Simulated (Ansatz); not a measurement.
# La3TlC (Pm-3m): a soft mode frozen in

Aim: this structure of La3TlC (Pm-3m) is to be tested for unstable modes, and one is followed downhill.

Program: Ansatz 0.2.0. Level of theory: DFT PBEsol, scalar-relativistic, plane waves, PAW; PAW set soft_1. Results are calculated unless marked as measured.

## (1) Starting point

Symmetry: Pm-3m, No. 221, cubic system. Conventional cell: a = 5.163 Å, b = 5.163 Å, c = 5.163 Å, α = 90.00°, β = 90.00°, γ = 90.00°. Nearest to La lie 2 C at 2.58 Å and 8 La at 3.65 Å and 4 Tl at 3.65 Å. Nearest to Tl lie 12 La at 3.65 Å. Nearest to C lie 6 La at 2.58 Å. Farther neighbours are not listed.

## (2) The dispersion

The cell comes from relaxations at this level that are not shown. Stability and thermal properties need the whole zone. Linear response on a 2×2×2 q mesh gives force constants as far as a supercell of that size would.

input.yaml reads:

```yaml
crystal:
  lattice:
    - [5.1631067513, 0.0, 0.0]
    - [0.0, 5.1631067513, 0.0]
    - [0.0, 0.0, 5.1631067513]
  atoms:
    - { symbol: La, position: [0.5, 0.0, 0.5] }
    - { symbol: La, position: [0.0, 0.5, 0.5] }
    - { symbol: La, position: [0.5, 0.5, 0.0] }
    - { symbol: Tl, position: [0.0, 0.0, 0.0] }
    - { symbol: C, position: [0.5, 0.5, 0.5] }
kpoints:
  mp_grid: { grid: [8, 8, 8] }
hamiltonian:
  xc: pbesol
  pseudopotentials: { kind: paw, azcp: { folder: soft_1 }, xc_functional: pbe }
scf:
  occupations: { method: methfessel_paxton, width: 0.2 }
output:
  eigenvalues: true
phonons:
  method: dfpt
  qmesh: [2, 2, 2]
  temperatures: { t_max: 1000, t_step: 50 }
  qpath:
    path:
      - [[0.0, 0.0, 0.0], [0.0, 0.5, 0.0], [0.5, 0.5, 0.0], [0.0, 0.0, 0.0], [0.5, 0.5, 0.5], [0.0, 0.5, 0.0]]
      - [[0.5, 0.5, 0.5], [0.5, 0.5, 0.0]]
    npoints: 10
```

On the command line:

```console
> ansatz run input.yaml --threads 4 --pin off --max-ram 10240MiB --backend cpu --events-out ev --progress --plain --runs-dir out
```

Numbers of over 12 decimals in the logs are rounded to 6 here.

The log of the run:

```text
Engine: ansatz 0.2.0, aarch64-unknown-linux-gnu
Pseudopotentials: kind: paw
Pseudopotential: La, paw, valence charge 11, recommended cutoff 420 eV (normal), soft_1/La.paw.azcp
Pseudopotential: Tl, paw, valence charge 13, recommended cutoff 420 eV (normal), soft_1/Tl.paw.azcp
Pseudopotential: C, paw, valence charge 4, recommended cutoff 420 eV (normal), soft_1/C.paw.azcp
Functional definition: PBEsol
  exchange = pbesol_x
  correlation = pbesol_c
Crystal: 5 atoms, lattice volume = 137.636 Å³
Basis set: ecut = 420 eV, 2721 PW (Γ), exchange–correlation on 72×72×72 points (8 copies of the dense FFT grid, shifted against one another)
Bands: 30, of which v1, the nominal top of the filled ones, is band 25 counted from 1 (24 counted from 0)
Symmetry: 48 space group operations
k-points: 35 of 512
Non-local potential: La, projectors of the file, l = 0: 3, l = 1: 2, l = 2: 2, l = 3: 3
Non-local potential: Tl, projectors of the file, l = 0: 2, l = 1: 2, l = 2: 2, l = 3: 1
Non-local potential: C, projectors of the file, l = 0: 2, l = 1: 2, l = 2: 1
PAW form: soft (Blöchl's): semilocal exchange-correlation on the pseudo side does not see the compensation charge
PAW frozen core: La, regenerated for the run's functional, and the local potential with it (the file was generated under x = pbe(κ = 0.804, μ = 0.219515), c = pbe(β = 0.066725))
PAW frozen core: Tl, regenerated for the run's functional, and the local potential with it (the file was generated under x = pbe(κ = 0.804, μ = 0.219515), c = pbe(β = 0.066725))
PAW frozen core: C, regenerated for the run's functional, and the local potential with it (the file was generated under x = pbe(κ = 0.804, μ = 0.219515), c = pbe(β = 0.066725))
PAW one-centre angular grid: La, 590 points (default); XC on 64 Gauss nodes
PAW one-centre angular grid: Tl, 590 points (default); XC on 64 Gauss nodes
PAW one-centre angular grid: C, 110 points (default); XC on 64 Gauss nodes
Initial density: superposition of atomic densities (chi_scale 0.1, normalization cell, long waves kept (reshape's long-wave potential 0.00 eV rms))
Initial wavefunctions: pseudopotential atomic-orbital guess
Functional: x = pbesol(κ = 0.804, μ = 0.123457), c = pbesol(β = 0.046)
SCF iter   1: F=—  HF=-30032.714279 eV  |F-HF|=—  |Δ(HF+E_count)|=         —  Δρ=5.15e-2  dr2=1.15e1  ethr=3.10e-3  ⟨swp⟩=4.9  Hψ=4517  notcnv=0
preconditioner: auto → Kerker (q_TF=auto, 2.305 Å⁻¹)  [metal: Δε(μ)=0.046 eV  Ē_g=10.708 eV  σ=0.200 eV  W_gap=0.19  n_scr=26 (ndim 8)  ℏωp=21.0 eV  f_vac=0.000  D(μ)=4.24/eV (n_scr^D=26)]
SCF iter   2: F=—  HF=-30030.649127 eV  |F-HF|=—  |Δ(HF+E_count)|=    2.07e0  S|Δr|=    0.00e0  Δρ=2.10e-2  dr2=1.80e0  ethr=3.10e-3  ⟨swp⟩=3.1  Hψ=2106  notcnv=0  defer=5
SCF iter   3: F=—  HF=-30030.282249 eV  |F-HF|=—  |Δ(HF+E_count)|=   3.67e-1  S|Δr|=    0.00e0  Δρ=9.19e-3  dr2=2.49e-1  ethr=3.10e-3  ⟨swp⟩=5.1  Hψ=6818  notcnv=0
automatic band count: the SCF goes on with 35 bands, as 30 were too few: they end inside the smearing window of the response
SCF iter   4: F=—  HF=-30030.224544 eV  |F-HF|=—  |Δ(HF+E_count)|=   5.77e-2  S|Δr|=    0.00e0  Δρ=1.98e-3  dr2=5.12e-3  ethr=4.99e-4  ⟨swp⟩=2.0  Hψ=1899  notcnv=0  defer=103
SCF iter   5: F=—  HF=-30030.224410 eV  |F-HF|=—  |Δ(HF+E_count)|=   1.34e-4  S|Δr|=    0.00e0  Δρ=6.94e-4  dr2=9.10e-4  ethr=1.02e-5  ⟨swp⟩=2.0  Hψ=2001  notcnv=0  defer=103
SCF iter   6: F=—  HF=-30030.224433 eV  |F-HF|=—  |Δ(HF+E_count)|=   2.36e-5  S|Δr|=    0.00e0  Δρ=2.91e-4  dr2=2.95e-4  ethr=1.82e-6  ⟨swp⟩=2.0  Hψ=1383  notcnv=0  defer=103
SCF iter   7: F=—  HF=-30030.224397 eV  |F-HF|=—  |Δ(HF+E_count)|=   3.68e-5  S|Δr|=    0.00e0  Δρ=7.19e-5  dr2=1.60e-5  ethr=5.90e-7  ⟨swp⟩=2.0  Hψ=1300  notcnv=0  defer=103
SCF iter   8: F=—  HF=-30030.224391 eV  |F-HF|=—  |Δ(HF+E_count)|=   5.32e-6  S|Δr|=    0.00e0  Δρ=1.70e-5  dr2=8.33e-7  ethr=3.20e-8  ⟨swp⟩=2.1  Hψ=1505  notcnv=0  defer=103
SCF iter   9: F=—  HF=-30030.224392 eV  |F-HF|=—  |Δ(HF+E_count)|=   7.64e-7  S|Δr|=    0.00e0  Δρ=7.18e-6  dr2=1.89e-7  ethr=1.67e-9  ⟨swp⟩=2.0  Hψ=1975  notcnv=0  defer=103
SCF iter  10: F=—  HF=-30030.224392 eV  |F-HF|=—  |Δ(HF+E_count)|=   2.55e-8  S|Δr|=    0.00e0  Δρ=1.69e-6  dr2=1.09e-8  ethr=3.78e-10  ⟨swp⟩=1.9  Hψ=1201  notcnv=0  defer=103
SCF iter  11: F=—  HF=-30030.224392 eV  |F-HF|=—  |Δ(HF+E_count)|=   1.65e-9  S|Δr|=    0.00e0  Δρ=3.13e-7  dr2=2.47e-10  ethr=2.18e-11  ⟨swp⟩=2.0  Hψ=1364  notcnv=0  defer=103
SCF iter  12: F=-30030.224392 eV  HF=-30030.224392 eV  |F-HF|=7.28e-12  |Δ(HF+E_count)|=  1.82e-11  S|Δr|=    0.00e0  Δρ=3.75e-8  dr2=1.19e-12  ethr=1.00e-12  ⟨swp⟩=16.5  Hψ=8530  notcnv=0
SCF 1 converged in 12 iterations: F = -30030.224392 eV  dr2 = 1.19e-12
  greatest PAW one-centre occupation: 0.971 electrons in one spin orbital (limit 2), on the La atom at site 2 (counted from 0), in its partial waves of l = 0
Initial density: read from a saved state, or passed on in memory by an earlier SCF of this step, an earlier step, the calling program or the single point that the run made first
iter 1 solved again at ethr=1.56e-7 eV; its pass at ethr=3.10e-3 eV (dr2=7.82e-5 eV) is discarded
SCF iter   1: F=—  HF=-30030.224393 eV  |F-HF|=—  |Δ(HF+E_count)|=         —  Δρ=5.30e-7  dr2=1.35e-10  ethr=1.56e-7  ⟨swp⟩=5.8  Hψ=8255  notcnv=0
eigensolver tolerance schedule: the retry pair's looser diagonalisation over-reported the residual by 580973.02 of it (diagonalisation noise at an unbounded share of the residual, at the tolerance the schedule requests for it); recorded, not acted on — ethr = c·dr2/N_el stays at c = 1.0e-1
preconditioner: auto → Kerker (q_TF=auto, 2.305 Å⁻¹)  [metal: Δε(μ)=0.024 eV  Ē_g=11.137 eV  σ=0.200 eV  W_gap=0.10  n_scr=26 (ndim 8)  ℏωp=21.0 eV  f_vac=0.000  D(μ)=3.99/eV (n_scr^D=26)]
SCF iter   2: F=—  HF=-30030.224392 eV  |F-HF|=—  |Δ(HF+E_count)|=   8.50e-7  S|Δr|=    0.00e0  Δρ=2.26e-7  dr2=2.81e-11  ethr=1.00e-12  ⟨swp⟩=4.2  Hψ=3762  notcnv=0
SCF iter   3: F=—  HF=-30030.224392 eV  |F-HF|=—  |Δ(HF+E_count)|=  1.46e-11  S|Δr|=    0.00e0  Δρ=1.56e-7  dr2=1.15e-11  ethr=1.00e-12  ⟨swp⟩=4.3  Hψ=2588  notcnv=0
SCF iter   4: F=-30030.224392 eV  HF=-30030.224392 eV  |F-HF|=1.09e-11  |Δ(HF+E_count)|=  1.82e-11  S|Δr|=    0.00e0  Δρ=1.06e-7  dr2=5.56e-12  ethr=1.00e-12  ⟨swp⟩=2.0  Hψ=2083  notcnv=0
SCF 2 converged in 4 iterations: F = -30030.224392 eV  dr2 = 5.56e-12
phonons: the bands overlap, so this run is a metal and interpolates without the dipole-dipole term. If the crystal is really an insulator or semiconductor, its LO-TO splitting is missing
NSCF: frozen V_eff on 35 k-points
WARN: eigensolver did not converge in 12 slots of this pass, the one above among them; of largest residual over every band (k=33): 1 band(s) unlocked (lowest unlocked band 34, counted from 0; max residual 3.17e-3 eV among the unlocked bands, 3.17e-3 eV over every band); of lowest unlocked band (k=1): band 34
NSCF: frozen V_eff on 125 k-points
DFPT response loops at q = (0, 0, 0) (fractional): preconditioner auto → Kerker (q_TF=auto, 2.305 Å⁻¹) (partly filled bands, converged f_vac=0.000); β = 1.00, the filter's whole step (`scf.mixing.beta` (0.50) is not read by the response loops under this deck's `scf.mixing.preconditioner`; to damp them name `kerker` or `kerker_dos`, under which they read `scf.mixing.beta`, and type it under 1.00, their step now; both keys bind the ground state too); Broyden in place of MSR1
NSCF: frozen V_eff on 250 k-points
DFPT response loops at q = (0, 0, -0.5) (fractional): mixed as the last ones told, above
NSCF: frozen V_eff on 250 k-points
DFPT response loops at q = (0, -0.5, -0.5) (fractional): mixed as the last ones told, above
NSCF: frozen V_eff on 250 k-points
DFPT response loops at q = (-0.5, -0.5, -0.5) (fractional): mixed as the last ones told, above
SCF converged after 12 iterations
Stability not checked: this state was not tested for a lower state beside it, because cold or Methfessel-Paxton smearing, or corrected tetrahedra, fill the levels in a way that the test cannot read (fill_not_monotonic; see scf.lower_state_search)
Free energy (F): -30030.224392 eV
Harris-Foulkes:  -30030.224392 eV  (|F-HF|=7.28e-12)
Internal energy: -30030.220714 eV  (E = F + TS)
E sigma→0 (E₀):  -30030.223472 eV
Entropy (-TS):   -0.003678 eV (-0.736 meV/atom)
Fermi energy:    11.180352 eV
--- Per-component energies (eV) ---
  E_band       = -71.651692
  E_kinetic    = 911.173836
  E_local      = -1827.044821  (includes V_loc(G=0)·N_el)
  E_nonlocal   = 606.996994
  E_hartree    = 663.064035
  E_xc         = -656.169163
  E_vxc        = -615.071287  (∫ρ·V_xc dr)
  E_paw        = -26122.304750  (= ΣΔE_a)
  E_vpaw       = -473.834454  (= ΣTr[D̂ρ^β])
  E_aug_tail   = -0.000030  (compensation charges beyond the density's cutoff)
  E_ewald      = -3606.503357
  E_core_change = 0.566542  (= ΣΔE_core)
  E_smearing   = -0.003678  (= −TS)
  E_closure    = -0.000000  (closes the sum)
  Σ components = -30030.224392   (vs F -30030.224392, Δ=0.00e0)
--- Band table (eV; the first three rows and the last of 35) ---
  k-point 0: bands = [... 21 lower, 10.7188, 10.7188, 10.7188, 11.2576, 11.2576, 11.2576, 12.2795, 12.2795, ... 6 higher]
  k-point 1: bands = [... 21 lower, 10.6748, 10.7475, 10.8474, 10.8939, 11.3101, 11.3101, 12.0588, 12.2415, ... 6 higher]
  k-point 2: bands = [... 21 lower, 10.6312, 10.6312, 10.8228, 11.2347, 11.2347, 11.2395, 12.0885, 12.3807, ... 6 higher]
  k-point 34: bands = [... 21 lower, 8.0626, 11.6316, 11.6316, 11.6316, 12.6576, 12.6576, 12.6576, 12.8522, ... 6 higher]
--- Phonons (Γ-DFPT): 4 representative perturbations + reference (Σ response iterations 13) ---
  ASR residual: 2.856e-5 → 0.000e0 eV/Å²; symmetrization residual: 1.604e-6 eV/Å²
  ASR residual per site (eV/Å²): 1.17e-5 1.17e-5 1.17e-5 2.30e-5 2.86e-5
  Γ frequencies (cm⁻¹): -151.12 -151.12 -151.12 -40.92 -40.92 -40.92 0.00 0.00 0.00 57.49 57.49 57.49 130.84 130.84 130.84
--- Phonons (arbitrary-q DFPT): 4 irreducible q on the 2×2×2 mesh ---
  q = [0.0000, 0.0000, 0.0000] (star 1, of the zone-centre solve; hermiticity 5.44e-7, symmetrization 2.81e-12): -151.12 -151.12 -151.12 -40.92 -40.92 -40.92 -0.00 -0.00 0.00 57.49 57.49 57.49 130.84 130.84 130.84
  q = [0.0000, 0.0000, -0.5000] (star 3, 9 solved perturbations in 975 linear systems a pass and spin channel, the states on 125 of 512 k-point pairs; hermiticity 2.56e-7, symmetrization 1.03e-8): -97.14 -97.14 45.11 45.11 58.64 58.91 66.94 66.94 70.35 70.35 87.61 130.06 130.06 130.85 377.55
  q = [0.0000, -0.5000, -0.5000] (star 3, 9 solved perturbations in 975 linear systems a pass and spin channel, the states on 125 of 512 k-point pairs; hermiticity 2.84e-7, symmetrization 4.61e-9): 14.18 55.16 55.16 56.09 66.29 66.29 70.89 70.89 98.94 104.91 109.06 153.72 242.96 371.08 371.08
  q = [-0.5000, -0.5000, -0.5000] (star 1, 4 solved perturbations in 350 linear systems a pass and spin channel, the states on 125 of 512 k-point pairs; hermiticity 1.52e-7, symmetrization 3.99e-10): -25.06 -25.06 -25.06 47.88 47.88 47.88 101.32 101.32 101.32 112.80 112.80 184.63 383.60 383.60 383.60
  sum rule: each row above includes the acoustic sum rule's correction from the zone centre's row sums; it moved no ω² by more than (0.80 cm⁻¹)²
  mesh force constants: q→R imaginary residual 2.49e-18; ASR residual 2.856e-5 → 0.000e0 eV/Å²; symmetrization residual 5.329e-15 eV/Å²
  interpolated dispersion: 62 rows × 15 modes
  density of states and harmonic sums: on the 12×12×12 q-mesh, interpolated from the force constants of a 2×2×2 supercell (no non-analytic term)
  largest difference from the sums on the solved wave vectors: F 3.68e-1 eV, S 4.91e-4 and C_V 1.25e-4 eV/K
  zero-point energy: 0.099098 eV/cell   skipped modes (ω ≤ 0): 102, of them read as no rigid motion or as one in doubt: 99 (8.154e-1 modes/cell left out, lowest -151.12 cm⁻¹)   left out of the sums: 5.45e-2 of the cell's modes: C_V's classical limit lies that fraction below 3 k_B per atom; for a crystal, a wire or a layer, F and S can be off by more, and a phonons.interpolated_qmesh denser along its periods is the remedy for the sampling
```

The job ended after 7.8 min (4 threads of Arm Neoverse V1, shared host; peak memory 2 GiB; 30 min of CPU time).

In the SCF lines HF is the Harris–Foulkes energy and dr2 the Hartree energy of the density residual, in eV; the loop may stop once dr2 is under the threshold and the program's other checks hold. Hψ counts applications of the Hamiltonian.

This step gave:

- volume per atom: 27.53 Å³
- gap on the k-mesh: 0 eV
- sum-rule residual before enforcement: 2.86e-5 eV/Å²
- lowest frequency on the path: -151.1 cm⁻¹
- point group: m-3m
- highest frequency on the path or at a solved wavevector: 383.6 cm⁻¹
- highest optical mode at the zone centre (no LO-TO term): 130.8 cm⁻¹
- lowest optical zone-centre mode: -151.1 cm⁻¹
- lowest mode on the q mesh (acoustic modes at Γ apart): -151.1 cm⁻¹

Frequencies (cm⁻¹) solved at each irreducible wavevector; negative means imaginary. Frequencies by wavevector, by row:

| q in reciprocal lattice units | star | mode 1 | mode 2 | mode 3 | mode 4 | mode 13 | mode 14 | mode 15 |
| --- | --- | --- | --- | --- | --- | --- | --- | --- |
| 0 0 0 | 1 | -151.1 | -151.1 | -151.1 | -40.9 | 130.8 | 130.8 | 130.8 |
| 0 0 -0.5 | 3 | -97.1 | -97.1 | 45.1 | 45.1 | 130.1 | 130.8 | 377.6 |
| 0 -0.5 -0.5 | 3 | 14.2 | 55.2 | 55.2 | 56.1 | 243 | 371.1 | 371.1 |
| -0.5 -0.5 -0.5 | 1 | -25.1 | -25.1 | -25.1 | 47.9 | 383.6 | 383.6 | 383.6 |

Interpolated from a 2×2×2 q mesh. Phonon branches along the path, in cm⁻¹:

| point | branch 1 | branch 2 | branch 3 | branch 4 | branch 12 | branch 13 | branch 14 | branch 15 |
| --- | --- | --- | --- | --- | --- | --- | --- | --- |
| Γ | -151 | -151 | -151 | -41 | 58 | 131 | 131 | 131 |
| halfway | -119 | -119 | 22 | 22 | 127 | 127 | 131 | 245 |
| X | -97 | -97 | 45 | 45 | 130 | 130 | 131 | 378 |
| halfway | 34 | 39 | 47 | 50 | 144 | 179 | 261 | 374 |
| M | 14 | 55 | 55 | 56 | 154 | 243 | 371 | 371 |
| halfway | 15 | 19 | 36 | 41 | 136 | 139 | 253 | 253 |
| Γ | -151 | -151 | -151 | -41 | 58 | 131 | 131 | 131 |
| halfway | 9 | 33 | 33 | 52 | 150 | 273 | 273 | 273 |
| R | -25 | -25 | -25 | 48 | 185 | 384 | 384 | 384 |
| halfway | 25 | 28 | 37 | 53 | 159 | 292 | 292 | 376 |
| X | -97 | -97 | 45 | 45 | 130 | 130 | 131 | 378 |
| jump to R | -25 | -25 | -25 | 48 | 185 | 384 | 384 | 384 |
| halfway | -15 | 29 | 29 | 52 | 171 | 320 | 377 | 377 |
| M | 14 | 55 | 55 | 56 | 154 | 243 | 371 | 371 |

Symmetry leaves 4 wavevectors to solve. The lowest mode among them, the acoustic zeros apart, lies at Γ and is imaginary, 151.1i cm⁻¹, so the energy falls along it.

## (3) The mode frozen in, largest atomic shift 0 Å

The mode followed lies at Γ with frequency 151.1i cm⁻¹ and is 3-fold degenerate, the softest among the wavevectors solved. At small amplitude the distorted cell has space group no. 99 by a symmetry search on the positions. The undistorted cell that holds it gives the zero of energy on the same k mesh.

input.yaml, the sections that differ from step 2:

```yaml
output:
  forces: true
  stress: true
  eigenvalues: true
# crystal, kpoints, hamiltonian, scf: as in step 2
# phonons: removed
```

The log of the run:

```text
[...]
Crystal: 5 atoms, lattice volume = 137.636 Å³
Basis set: ecut = 420 eV, 2721 PW (Γ), exchange–correlation on 72×72×72 points (8 copies of the dense FFT grid, shifted against one another)
Bands: 30, of which v1, the nominal top of the filled ones, is band 25 counted from 1 (24 counted from 0)
Symmetry: 48 space group operations
[...]
k-points: 35 of 512
[...]
k-point 0: bands = [... 21 lower, 10.7187, 10.7187, 10.7187, 11.2575, 11.2575, 11.2575, 12.2795, 12.2795, ... 1 higher]
  k-point 1: bands = [... 21 lower, 10.6748, 10.7475, 10.8474, 10.8939, 11.3100, 11.3100, 12.0588, 12.2415, ... 1 higher]
  k-point 2: bands = [... 21 lower, 10.6312, 10.6312, 10.8228, 11.2347, 11.2347, 11.2395, 12.0885, 12.3807, ... 1 higher]
  k-point 34: bands = [... 21 lower, 8.0626, 11.6316, 11.6316, 11.6316, 12.6576, 12.6576, 12.6576, 12.8522, ... 1 higher]
[key lines of the parts left out:]
SCF converged after 10 iterations
Free energy (F): -30030.224392 eV
Fermi energy:    11.180337 eV
P = ⅓ Tr σ = -0.0002 GPa (-0.002 kbar)
```

Elapsed: 3.7 s, on 4 threads; peak memory 0.53 GiB.

This step gave:

| Property | Result |
| --- | --- |
| pressure | -1.93e-4 GPa |
| energy from the undistorted cell | 0 meV/atom |

The run ends at a pressure of 0.00 GPa.

## (4) The mode frozen in, largest atomic shift 0.14 Å

The atoms are moved along the unstable eigenvector, the largest shift by 0.14 Å, with the cell fixed.

input.yaml, the sections that differ from step 3:

```yaml
crystal:
  lattice:
    - [5.1631067513, 0.0, 0.0]
    - [0.0, 5.1631067513, 0.0]
    - [0.0, 0.0, 5.1631067513]
  atoms:
    - { symbol: La, position: [0.5, 0.0009008756, 0.5] }
    - { symbol: La, position: [0.0, 0.5005492147, 0.5] }
    - { symbol: La, position: [0.5, 0.5005492147, 0.0] }
    - { symbol: Tl, position: [0.0, 0.0002347067, 0.0] }
    - { symbol: C, position: [0.5, 0.4728845428, 0.5] }
# kpoints, hamiltonian, scf, output: as in step 3
```

The log of the run:

```text
[...]
Crystal: 5 atoms, lattice volume = 137.636 Å³
Basis set: ecut = 420 eV, 2721 PW (Γ), exchange–correlation on 72×72×72 points (8 copies of the dense FFT grid, shifted against one another)
Bands: 30, of which v1, the nominal top of the filled ones, is band 25 counted from 1 (24 counted from 0)
Symmetry: 8 space group operations
[...]
k-points: 75 of 512 (time reversal used)
[...]
k-point 0: bands = [... 21 lower, 10.7037, 10.7105, 10.7165, 11.2440, 11.4312, 11.4312, 12.2821, 12.2903, ... 1 higher]
  k-point 1: bands = [... 21 lower, 10.5159, 10.7433, 10.8507, 11.1137, 11.3081, 11.4582, 12.0674, 12.2460, ... 1 higher]
  k-point 2: bands = [... 21 lower, 10.4455, 10.7386, 10.8041, 11.2269, 11.2484, 11.3796, 12.0941, 12.3686, ... 1 higher]
  k-point 74: bands = [... 21 lower, 8.1054, 11.6429, 11.6429, 11.6429, 12.6136, 12.6450, 12.6450, 12.8419, ... 1 higher]
[key lines of the parts left out:]
SCF converged after 9 iterations
Free energy (F): -30030.228172 eV
Fermi energy:    11.218151 eV
P = ⅓ Tr σ = 0.0362 GPa (0.362 kbar)
```

It took 10 s on 4 threads; peak memory 0.56 GiB.

Numbers from this step:

```yaml
pressure: 0.03620 GPa
energy_from_the_undistorted_cell: -0.826 meV/atom
```

The energy, extrapolated to zero smearing, is -0.83 meV/atom against the undistorted cell.

The run ends at a pressure of 0.04 GPa, with forces up to 0.053 eV/Å.

## (5) Energy along the mode, all amplitudes (two of the runs are shown above)

An imaginary frequency means negative curvature, so the energy should fall and then rise again as anharmonic terms take over.

This step gave:

| Quantity | Value |
| --- | --- |
| depth at the lowest point sampled | 0.826 meV/atom |
| largest atomic shift at that point | 0.14 Å |

The energy from the parent by largest atomic shift:

| largest atomic shift (Å) | energy from the parent (meV/atom) |
| --- | --- |
| 0.000 | 0 |
| 0.040 | -0.16 |
| 0.080 | -0.529 |
| 0.140 | -0.826 |
| 0.220 | 1.68 |
| 0.320 | 16.8 |

Displacement at unit largest shift by atom:

| atom | x (Å) | y (Å) | z (Å) | size |
| --- | --- | --- | --- | --- |
| La1 | 0.00 | 0.03 | 0.00 | 0.03 |
| La2 | 0.00 | 0.02 | 0.00 | 0.02 |
| La3 | 0.00 | 0.02 | 0.00 | 0.02 |
| Tl4 | 0.00 | 0.01 | 0.00 | 0.01 |
| C5 | 0.00 | -1.00 | 0.00 | 1.00 |

The lowest of the steps tried is at 0.14 Å, 0.826 meV/atom below the parent; the bottom of the well need not coincide with a step.

(Continued in part 2 of 2.)

[Logs are printed without paths, hosts, clocks, repeated set-up lines and the standing remarks that a program may print on its own settings, such as how far it seeks lower states.]

[Hosts, paths, dates, database ids (printed as entryN), source tags and the programs' standing remarks are cut or masked in the printed files.]
